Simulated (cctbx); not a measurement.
## A crystallographic session in cctbx: Sr3LaCr2Mo2S12

Library: cctbx 2025.11. The data are simulated by the first script.

## 1. Simulate the data

run.py:

```python
from cctbx import adptbx, crystal, miller, sgtbx, xray
from cctbx.array_family import flex
from iotbx.shelx import hklf
from scitbx import matrix
import scitbx.random

cs = crystal.symmetry(unit_cell=(6.928, 6.686, 9.652, 90, 90.2, 90), space_group_symbol='Hall: P -2y')  # Pm
atoms = [  # label, site, U (iso, or U11 U22 U33 U12 U13 U23 in A^2), occupancy
    ("La1", (0.512, 0.5, 0.7684), (0.0137, 0.0146, 0.0166, 0.0000, 0.0029, 0.0000), 1),
    ("Mo1", (0.0004, 0.5, 0.9969), (0.0157, 0.0191, 0.0167, 0.0000, 0.0008, 0.0000), 1),
    ("Mo2", (0.5011, 0, 0.4949), (0.0185, 0.0212, 0.0171, 0.0000, -0.0048, 0.0000), 1),
    ("Sr1", (0.9946, 0, 0.2477), (0.0195, 0.0198, 0.0209, 0.0000, 0.0033, 0.0000), 1),
    ("Sr2", (0.5096, 0.5, 0.2404), (0.0151, 0.0171, 0.0172, 0.0000, -0.0001, 0.0000), 1),
    ("Sr3", (0.9952, 0, 0.7522), (0.0207, 0.0140, 0.0221, 0.0000, 0.0111, 0.0000), 1),
    ("Cr1", (0.0042, 0.5, 0.4976), (0.0170, 0.0180, 0.0181, 0.0000, -0.0007, 0.0000), 1),
    ("Cr2", (0.4934, 0, 0.9949), (0.0312, 0.0364, 0.0276, 0.0000, 0.0055, 0.0000), 1),
    ("S1", (0.2671, 0.2625, 0.9629), (0.0238, 0.0286, 0.0483, 0.0047, 0.0001, -0.0040), 1),
    ("S2", (0.7599, 0.7482, 0.4651), (0.0289, 0.0342, 0.0266, 0.0083, -0.0015, 0.0009), 1),
    ("S3", (0.7392, 0.7437, 0.0204), (0.0264, 0.0240, 0.0243, -0.0022, -0.0047, 0.0024), 1),
    ("S4", (0.2591, 0.2519, 0.5318), (0.0307, 0.0513, 0.0265, 0.0007, -0.0020, 0.0040), 1),
    ("S5", (0.0569, 0.5, 0.2535), (0.0168, 0.0205, 0.0193, 0.0000, -0.0022, 0.0000), 1),
    ("S6", (0.5568, 0, 0.7492), (0.0361, 0.0355, 0.0296, 0.0000, 0.0057, 0.0000), 1),
    ("S7", (0.9214, 0.5, 0.7513), (0.0339, 0.0268, 0.0307, 0.0000, 0.0099, 0.0000), 1),
    ("S8", (0.4475, 0, 0.255), (0.0114, 0.0095, 0.0103, 0.0000, -0.0003, 0.0000), 1),
]
xs = xray.structure(crystal_symmetry=cs)
for label, site, u, occ in atoms:
    u = adptbx.u_cif_as_u_star(cs.unit_cell(), u) if isinstance(u, tuple) else u
    xs.add_scatterer(xray.scatterer(label, site=site, u=u, occupancy=occ))
xs.set_inelastic_form_factors(1.54184, "sasaki")
xs.show_summary()
p1 = xs.expand_to_p1()
ms = miller.build_set(p1, anomalous_flag=True, d_min=0.83)
flex.set_random_seed(91268)
scitbx.random.set_random_seed(91268)
ms = ms.select(flex.random_double(ms.size()) < 0.7)
i = ms.structure_factors_from_scatterers(p1, algorithm="direct").f_calc().as_intensity_array().data()
i = i * 5000 / flex.max(i)
sig = flex.sqrt(i + flex.pow2(0.03 * i) + 15 ** 2)
noise = scitbx.random.variate(scitbx.random.normal_distribution())(i.size())
data = ms.array(data=i + sig * noise, sigmas=sig).set_observation_type_xray_intensity()
with open("data.hkl", "w") as f:
    data.export_as_shelx_hklf(f)
print("reflections written:", data.size(), " <I/sigma> = %.1f" % flex.mean(data.data() / data.sigmas()))
for h, a, b in list(data.sort("data"))[:12]:
    print("%4d%4d%4d %9.1f %7.1f" % (h + (a, b)))
```

```console
$ python run.py
```

```text
Number of scatterers: 16
At special positions: 12
Unit cell: (6.928, 6.686, 9.652, 90, 90.2, 90)
Space group: P 1 m 1 (No. 6)
reflections written: 2319  <I/sigma> = 3.7
  -2   2   0    5079.0   166.5
   2   2   0    5000.0   165.5
  -2  -2   0    4929.5   166.5
   0  -4   0    3210.5   115.6
  -2  -2  -4    2809.8    99.0
   2   2   4    2640.4    95.3
   4   0   0    2637.1    97.9
   2  -2  -4    2630.6    97.1
  -2   2   4    2540.3    94.8
   0  -4  -4    2015.1    77.2
  -1   1  -2    1999.8    72.1
   0   4  -4    1982.1    77.2
```

Run time: 0.21 s on 1 thread of Arm Neoverse V2, with other jobs on the host, peak memory 0.07 GiB.

## 2. Symmetry

run.py:

```python
from cctbx import crystal, sgtbx, statistics
from cctbx.array_family import flex
from iotbx.shelx import hklf

p1 = crystal.symmetry(unit_cell=(6.928, 6.686, 9.652, 90, 90.2, 90), space_group_symbol="P 1")
raw = hklf.reader(file_name="data.hkl").as_miller_arrays(crystal_symmetry=p1, anomalous=True)[0]
print(raw.size(), "reflections to d = %.3f A" % raw.d_min())
isig = raw.data() / raw.sigmas()
print("centring   violations  <I/sigma> of those")
best = "P"
for c in "ABCIRF":
    a = raw.customized_copy(space_group_info=sgtbx.space_group_info("Hall: %s 1" % c)).sys_absent_flags().data()
    m = flex.mean(isig.select(a))
    print("%5s %10d of %5d %8.1f" % (c, (isig.select(a) > 4).count(True), a.count(True), m))
    if (isig.select(a) > 4).count(True) < 0.01 * a.count(True):
        best = c
raw = raw.select(~raw.customized_copy(space_group_info=sgtbx.space_group_info("Hall: %s 1" % best)).sys_absent_flags().data())
isig = raw.data() / raw.sigmas()
rows = []
for s in sgtbx.space_group_symbol_iterator():
    g = sgtbx.space_group(s)
    if g.conventional_centring_type_symbol() != best or not g.is_compatible_unit_cell(p1.unit_cell(), 1e-3, 0.02):
        continue
    rows.append((s, g))
print("Laue class    unique    Rint  (classes that these axes allow; Friedel mates merged)")
rint = {}
for s, g in rows:
    laue = g.build_derived_patterson_group()
    key = laue.type().hall_symbol()
    if key not in rint:
        m = raw.customized_copy(space_group_info=laue.info(), anomalous_flag=False).merge_equivalents()
        rint[key] = m.r_int()
        print("%-14s %6d %7.3f" % (laue.type().lookup_symbol(), m.array().size(), m.r_int()))
floor = min(rint.values())
good = [(s, g) for s, g in rows if rint[g.build_derived_patterson_group().type().hall_symbol()] < 2 * floor + 0.03]
top = max(g.build_derived_patterson_group().order_z() for s, g in good)
print("space group    extra absences  I>4sigma  <I/sigma>")
for s, g in good:
    laue = g.build_derived_patterson_group()
    if laue.order_z() != top:
        continue
    a = raw.customized_copy(space_group_info=g.info()).sys_absent_flags().data()
    a &= ~raw.customized_copy(space_group_info=laue.info()).sys_absent_flags().data()
    bad = (isig.select(a) > 4).count(True)
    if bad <= 0.03 * a.count(True):
        print("%-16s %8d %10d %9s  %s" % (s.universal_hermann_mauguin(), a.count(True), bad, "%.1f" % flex.mean(isig.select(a)) if a.count(True) else "-", "centric" if g.is_centric() else "acentric"))
laue = max(good, key=lambda t: t[1].build_derived_patterson_group().order_z())[1].build_derived_patterson_group()
f = raw.customized_copy(space_group_info=laue.info(), anomalous_flag=False).merge_equivalents().array().eliminate_sys_absent().f_sq_as_f()
f.set_observation_type_xray_amplitude()
bins = max(3, min(8, f.size() // 12))
f.setup_binner(n_bins=bins)
w = statistics.wilson_plot(f, {e: n / laue.order_z() for e, n in {'La': 1.0, 'Mo': 2.0, 'Sr': 3.0, 'Cr': 2.0, 'S': 12.0}.items()}, e_statistics=True)
print("Wilson B = %.2f A^2   <|E^2-1|> = %.3f (0.968 centric, 0.736 acentric)   E^2>4: %.1f %%" % (w.wilson_b, w.mean_e_sq_minus_1, w.percent_e_sq_gt_2))
print("shell (A)         n   <I/sigma>")
m = raw.customized_copy(space_group_info=laue.info(), anomalous_flag=False).merge_equivalents().array().eliminate_sys_absent()
for b in m.setup_binner(n_bins=bins).range_used():
    sel = m.binner().selection(b)
    print("%5.2f - %4.2f %6d %8.1f" % (min(m.binner().bin_d_range(b)[0] if m.binner().bin_d_range(b)[0] > 0 else 99, 99), m.binner().bin_d_range(b)[1], sel.count(True), flex.mean((m.data() / m.sigmas()).select(sel))))
```

```console
$ python run.py
```

```text
2319 reflections to d = 0.830 A
centring   violations  <I/sigma> of those
    A        242 of  1161      3.7
    B        222 of  1166      3.3
    C        170 of  1181      1.9
    I         22 of  1172      1.1
    R        340 of  1553      3.7
    F        317 of  1754      3.0
Laue class    unique    Rint  (classes that these axes allow; Friedel mates merged)
P -1             1507   0.104
P 1 2/m 1         880   0.113
space group    extra absences  I>4sigma  <I/sigma>
P 1 2 1                 0          0         -  acentric
P 1 21 1                7          0       1.1  acentric
P 1 m 1                 0          0         -  acentric
P 1 n 1               113          1       1.3  acentric
P 1 2/m 1               0          0         -  centric
P 1 21/m 1              7          0       1.1  centric
P 1 2/n 1             113          1       1.3  centric
P 1 21/n 1            120          1       1.3  centric
Wilson B = 1.55 A^2   <|E^2-1|> = 1.165 (0.968 centric, 0.736 acentric)   E^2>4: 7.8 %
shell (A)         n   <I/sigma>
 9.65 - 1.66    116      7.5
 1.66 - 1.32    116      6.2
 1.32 - 1.15    106      5.7
 1.15 - 1.05    110      5.8
 1.05 - 0.97     97      4.6
 0.97 - 0.91    116      4.5
 0.91 - 0.87    105      3.0
 0.87 - 0.83    114      3.0
```

Time: 0.22 s.

## 3. Charge flipping

run.py:

```python
import itertools
from cctbx import crystal, maptbx
from cctbx.array_family import flex
from iotbx.shelx import hklf
from smtbx.ab_initio import charge_flipping as cf

cs = crystal.symmetry(unit_cell=(6.928, 6.686, 9.652, 90, 90.2, 90), space_group_symbol='Hall: P -2y')  # Pm
raw = hklf.reader(file_name="data.hkl").as_miller_arrays(crystal_symmetry=cs, anomalous=True)[0]
merged = raw.eliminate_sys_absent().merge_equivalents()
fo2 = merged.array().set_observation_type_xray_intensity()
f = fo2.average_bijvoet_mates().f_sq_as_f().resolution_filter(d_min=0.83)
p1 = f.expand_to_p1()
p1.setup_binner_counting_sorted(reflections_per_bin=max(40, p1.size() // 12))
work = p1.array(data=p1.data() / p1.amplitude_quasi_normalisations().data())
flex.set_random_seed(26678)
it = cf.weak_reflection_improved_iterator(delta=None, weak_reflection_fraction=0.2)
it.start(work, phases=flex.random_double(p1.size()) * 6.2832, f_000=0)
it.delta = 1.1 * it.rho_map.sigma()
print("cycle      R  skewness")
for n, st in enumerate(itertools.islice(it, 150)):
    if n % 12 == 0:
        print("%5d %6.3f %8.2f" % (n, st.r1_factor(), st.rho_map.skewness()))
rho = p1.phase_transfer(it.f_calc).fft_map().apply_volume_scaling()
polish = cf.low_density_elimination_iterator(constant_rho_c=rho.sigma())
polish.start(f_obs=p1, phases=it.f_calc, f_000=0)
for _ in range(8):
    next(polish)
print("origin shift          correlation  skewness")
maps = []
for fc, shift, cc in itertools.islice(cf.f_calc_symmetrisations(f, polish.f_calc, 0), 4):
    m = f.phase_transfer(fc).fft_map(symmetry_flags=maptbx.use_space_group_symmetry, resolution_factor=0.25).apply_sigma_scaling()
    maps.append((m.skewness(), cc, m))
    print("%6.3f %6.3f %6.3f %10.3f %9.2f" % (tuple(shift) + (cc, m.skewness())))
skew, cc, m = max((t for t in maps if t[1] > maps[0][1] - 0.04), key=lambda t: t[0])
print("taken: symmetry correlation %.3f, skewness %.2f" % (cc, skew))
peaks = m.peak_search(parameters=maptbx.peak_search_parameters(min_distance_sym_equiv=0.9, max_clusters=21)).all()
sps = cs.special_position_settings(min_distance_sym_equiv=0.5)
print("peak      x       y       z  mult  height/sigma")
for k, (x, h) in enumerate(zip(peaks.sites(), peaks.heights())):
    ss = sps.site_symmetry(x)
    print("Q%-3d %7.4f %7.4f %7.4f %4d %8.1f" % ((k + 1,) + tuple(t % 1 for t in ss.exact_site()) + (ss.multiplicity(), h)))
```

```console
$ python run.py
```

```text
cycle      R  skewness
    0  0.578     0.33
   12  0.524     1.31
   24  0.510     1.57
   36  0.530     1.52
   48  0.519     1.71
   60  0.520     2.23
   72  0.525     2.55
   84  0.529     2.71
   96  0.532     2.76
  108  0.512     3.24
  120  0.500     3.17
  132  0.502     3.36
  144  0.495     3.07
origin shift          correlation  skewness
-0.000  0.477 -0.000      0.943      2.92
 0.000  0.221 -0.000      0.933      2.27
-0.000  0.076 -0.000      0.845      1.42
-0.000  0.328 -0.000      0.830      1.47
taken: symmetry correlation 0.943, skewness 2.92
peak      x       y       z  mult  height/sigma
Q1    0.3915  0.0000  0.8453    1     13.3
Q2    0.8971  0.5000  0.3457    1     12.9
Q3    0.1368  0.2276  0.0350    2     10.0
Q4    0.3789  0.0000  0.3483    1      9.5
Q5    0.6350  0.2675  0.5322    2      9.1
Q6    0.4016  0.5000  0.1141    1      8.1
Q7    0.9029  0.5000  0.8632    1      8.0
Q8    0.8914  0.0000  0.6110    1      7.6
Q9    0.8874  0.0000  0.0832    1      6.9
Q10   0.1310  0.2684  0.2828    2      6.7
Q11   0.6363  0.2579  0.0589    2      6.1
Q12   0.3902  0.5000  0.5918    1      6.0
Q13   0.1412  0.2431  0.5604    2      5.8
Q14   0.6371  0.2293  0.7822    2      5.8
Q15   0.8300  0.0000  0.8221    1      4.6
Q16   0.1208  0.2825  0.7472    2      3.9
Q17   0.3962  0.5000  0.9333    1      3.9
Q18   0.3176  0.2596  0.9924    2      3.7
Q19   0.1362  0.3745  0.4599    2      3.7
Q20   0.8189  0.2473  0.2424    2      3.7
Q21   0.6093  0.2306  0.2595    2      3.6
```

Time: 0.3 s.

## 4. Refinement (model from the peaks)

run.py:

```python
import math
from cctbx import adptbx, crystal, maptbx, sgtbx, xray
from cctbx.array_family import flex
from cctbx.xray import observations
from iotbx.shelx import hklf
from scitbx.lstbx import normal_eqns_solving
from smtbx import absolute_structure, utils
from smtbx.refinement import constraints, least_squares

cs = crystal.symmetry(unit_cell=(6.928, 6.686, 9.652, 90, 90.2, 90), space_group_symbol='Hall: P -2y')  # Pm
atoms = [  # label, site, U (iso, or U11 U22 U33 U12 U13 U23 in A^2), occupancy
    ("La1", (0.3915, 0, 0.8453), 0.0200, 1),
    ("Mo1", (0.8971, 0.5, 0.3457), 0.0200, 1),
    ("Sr1", (0.1368, 0.2276, 0.035), 0.0200, 1),
    ("Mo2", (0.3789, 0, 0.3483), 0.0200, 1),
    ("S1", (0.635, 0.2675, 0.5322), 0.0200, 1),
    ("Sr2", (0.4016, 0.5, 0.1141), 0.0200, 1),
    ("S2", (0.9029, 0.5, 0.8632), 0.0200, 1),
    ("S3", (0.8914, 0, 0.611), 0.0200, 1),
    ("S4", (0.8874, 0, 0.0832), 0.0200, 1),
    ("S5", (0.131, 0.2684, 0.2828), 0.0200, 1),
    ("Cr1", (0.6363, 0.2579, 0.0589), 0.0200, 1),
]
xs = xray.structure(crystal_symmetry=cs)
for label, site, u, occ in atoms:
    u = adptbx.u_cif_as_u_star(cs.unit_cell(), u) if isinstance(u, tuple) else u
    xs.add_scatterer(xray.scatterer(label, site=site, u=u, occupancy=occ))
xs.set_inelastic_form_factors(1.54184, "sasaki")
raw = hklf.reader(file_name="data.hkl").as_miller_arrays(crystal_symmetry=cs, anomalous=True)[0]
merged = raw.eliminate_sys_absent().merge_equivalents()
fo2 = merged.array().set_observation_type_xray_intensity()
print("Rint %.3f, %d unique reflections to %.2f A" % (merged.r_int(), fo2.size(), fo2.d_min()))
for sc in xs.scatterers():
    sc.flags.set_grad_site(True)
    sc.flags.set_grad_u_aniso(sc.flags.use_u_aniso())
    sc.flags.set_grad_u_iso(sc.flags.use_u_iso())
obs = fo2.as_xray_observations()
extra = {}
rep = constraints.reparametrisation(xs, [], utils.connectivity_table(xs), **extra)
ls = least_squares.crystallographic_ls(obs, rep, weighting_scheme=least_squares.mainstream_shelx_weighting(a=0, b=0))
print("cycle     R1     wR2    GooF  max shift (A)")
for cycle in range(6):
    ls.build_up()
    r1, wr2, goof = ls.r1_factor(cutoff_factor=2)[0], ls.wR2(), ls.goof()
    old = xs.sites_cart()
    normal_eqns_solving.levenberg_marquardt_iterations(ls, n_max_iterations=3, tau=0.0001, step_threshold=1e-7)
    big = flex.max((xs.sites_cart() - old).norms())
    print("%4d %7.4f %7.4f %7.3f %9.5f" % (cycle + 1, r1, wr2, goof, big))
    ls.build_up(objective_only=True)
    if abs(ls.wR2() - wr2) < 5e-5 and big < 5e-4:
        break
ls.build_up()
print("final R1 %.4f wR2 %.4f GooF %.3f  parameters %d  data/parameter %.1f" % (ls.r1_factor(cutoff_factor=2)[0], ls.wR2(), ls.goof(), ls.n_parameters, fo2.size() / ls.n_parameters))
cov = ls.covariance_matrix_and_annotations()
su = dict(zip(cov.annotations, (math.sqrt(max(v, 0)) for v in cov.matrix.matrix_packed_u_diagonal())))
a2 = cs.unit_cell().reciprocal_parameters()[0] ** -2
print("atom        x        y        z      Ueq    occ   su(xyz)  su(Uiso or U11)")
for sc in xs.scatterers():
    s = max(su.get(sc.label + k, 0) for k in (".x", ".y", ".z"))
    npd = "" if sc.is_positive_definite_u(cs.unit_cell()) else "  NPD"
    print("%-5s %8.5f %8.5f %8.5f %8.4f %6.3f %8.5f %7.4f%s" % ((sc.label,) + sc.site + (sc.u_iso_or_equiv(cs.unit_cell()), sc.occupancy, s, su.get(sc.label + ".uiso", su.get(sc.label + ".u11", 0) * a2), npd)))
fo = fo2.f_sq_as_f()
fc = fo.structure_factors_from_scatterers(xs, algorithm="direct").f_calc()
diff = fo.f_obs_minus_f_calc(1 / math.sqrt(ls.scale_factor()), fc).average_bijvoet_mates()
m = diff.fft_map(symmetry_flags=maptbx.use_space_group_symmetry, resolution_factor=0.25).apply_volume_scaling()
print("difference map: max %.2f min %.2f rms %.2f" % (m.statistics().max(), m.statistics().min(), m.statistics().sigma()))
peaks = m.peak_search(parameters=maptbx.peak_search_parameters(min_distance_sym_equiv=0.6, max_clusters=10)).all()
near = xs.closest_distances(peaks.sites(), distance_cutoff=4)
sps = cs.special_position_settings(min_distance_sym_equiv=0.5)
for k, (x, h) in enumerate(zip(peaks.sites(), peaks.heights())):
    ss = sps.site_symmetry(x)
    print("Q%-3d %7.4f %7.4f %7.4f %4d %7.2f  %.2f A from %s" % ((k + 1,) + tuple(t % 1 for t in ss.exact_site()) + (ss.multiplicity(), h, near.smallest_distances[k], xs.scatterers()[near.i_seqs[k]].label)))
```

```console
$ python run.py
```

```text
Rint 0.095, 1568 unique reflections to 0.83 A
cycle     R1     wR2    GooF  max shift (A)
   1  0.3737  0.6996   5.624   0.04109
   2  0.3425  0.6634   5.333   0.03620
   3  0.3147  0.6317   5.078   0.02930
   4  0.2937  0.6060   4.871   0.02266
   5  0.2791  0.5870   4.718   0.01844
   6  0.2714  0.5745   4.617   0.00823
final R1 0.2688 wR2 0.5696 GooF 4.579  parameters 37  data/parameter 42.4
atom        x        y        z      Ueq    occ   su(xyz)  su(Uiso or U11)
La1    0.39141  0.00000  0.84256   0.0051  1.000  0.00208  0.0040
Mo1    0.89389  0.50000  0.35081   0.0001  1.000  0.00258  0.0045
Sr1    0.13070  0.23588  0.03771   0.0588  1.000  0.00435  0.0079
Mo2    0.38805  0.00000  0.34812   0.0127  1.000  0.00352  0.0056
S1     0.63249  0.25692  0.53936   0.0198  1.000  0.00692  0.0091
Sr2    0.39537  0.50000  0.10593   0.0001  1.000  0.00337  0.0045
S2     0.89901  0.50000  0.85131   0.0113  1.000  0.01051  0.0173
S3     0.89250  0.00000  0.60416   0.0001  1.000  0.01072  0.0100
S4     0.88876  0.00000  0.09124   0.0021  1.000  0.01192  0.0131
S5     0.13937  0.26786  0.28777   0.0219  1.000  0.00659  0.0101
Cr1    0.64752  0.25418  0.07231   0.0215  1.000  0.00503  0.0071
difference map: max 39.34 min -19.69 rms 2.92
Q1    0.8979  0.0000  0.0967    1   40.10  0.08 A from S4
Q2    0.3933  0.5000  0.5804    1   39.61  2.36 A from S1
Q3    0.8861  0.0000  0.5960    1   37.35  0.09 A from S3
Q4    0.8659  0.5000  0.8326    1   26.22  0.29 A from S2
Q5    0.8535  0.0000  0.3479    1   24.47  2.49 A from S3
Q6    0.1601  0.2434  0.5847    2   22.72  2.47 A from S3
Q7    0.8444  0.5000  0.3157    1   22.18  0.48 A from Mo1
Q8    0.9376  0.0000  0.8430    1   22.07  2.32 A from S3
Q9    0.3300  0.5000  0.8564    1   21.78  2.45 A from Sr2
Q10   0.3385  0.0000  0.5961    1   21.49  2.41 A from La1
```

Time: 0.54 s.

Figures of merit this high mean that the model is still wrong or incomplete.

[Logs are printed without paths, hosts, clocks, repeated set-up lines and the standing remarks that a program may print on its own settings, such as how far it seeks lower states.]
